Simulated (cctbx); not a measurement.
# What resolution and counting buy: RbZnBr3

Space group Fmmm (no. 69), a = 9.8090 Å, b = 10.5530 Å, c = 10.6340 Å, α = 90.00°, β = 90.00°, γ = 90.00°.

| atom | mult. | x | y | z | Ueq (Å²) |
| --- | --- | --- | --- | --- | --- |
| Rb1 | 8 | 3/4 | 3/4 | 1/4 | 0.0301 |
| Br1 | 8 | 0.2515 | 0 | 0 | 0.0157 |
| Br2 | 8 | 1/2 | 0.2835 | 0 | 0.0264 |
| Br3 | 8 | 1/2 | 0 | 0.2215 | 0.0334 |
| Zn1 | 4 | 0 | 0 | 0 | 0.0261 |
| Zn2 | 4 | 1/2 | 0 | 0 | 0.0245 |

The model is made up (kin elements in a known structure type, no relaxation), so it says nothing on whether the phase exists.

Five simulated data sets (cctbx; Ag Kα, λ = 0.56087 Å; 1.5 % proportional error) differ in resolution or exposure (noise floor 2 counts in the first three, 8 in the last two). Each is refined with the right model, isotropic at 1.1 Å and anisotropic otherwise. How do the figures of merit and the uncertainties move?

| d min (Å) | top counts | ⟨I/σ⟩ (unmerged, absences included) | unique | param. (scale apart) | Rint | R1 | GooF | largest s.u. xyz (fractional) | s.u. U of Zn1 (Å²) | largest error (Å) |
| --- | --- | --- | --- | --- | --- | --- | --- | --- | --- | --- |
| 1.1 | 20000 | 5.0 | 132 | 9 | 0.018 | 0.0328 | 3.48 | 0.00033 | 0.0015 | 0.0066 |
| 0.84 | 20000 | 4.0 | 290 | 21 | 0.022 | 0.0118 | 0.90 | 0.00006 | 0.0006 | 0.0008 |
| 0.6 | 20000 | 2.5 | 748 | 21 | 0.030 | 0.0167 | 0.91 | 0.00005 | 0.0004 | 0.0011 |
| 0.75 | 300 | 0.2 | 389 | 21 | 0.559 | 0.1140 | 0.91 | 0.00191 | 0.0168 | 0.0189 |
| 0.75 | 3000 | 1.0 | 389 | 21 | 0.114 | 0.0410 | 0.91 | 0.00024 | 0.0025 | 0.0022 |

GooF reaches 3.48 where the model lacks something that the data hold (anisotropy at the isotropic level, for one). The s.u. of U for Zn1 goes 0.0015, 0.0006, 0.0004 Å² with resolution and 0.0168, 0.0025 Å² with exposure.

The 1.1 Å row also differs in its displacement model, so it isn't a clean test of resolution.

Hardware for the 0.6 Å refinement: 0.54 s on 1 thread of Arm Neoverse N1, with other jobs on the host, peak memory 0.09 GiB.
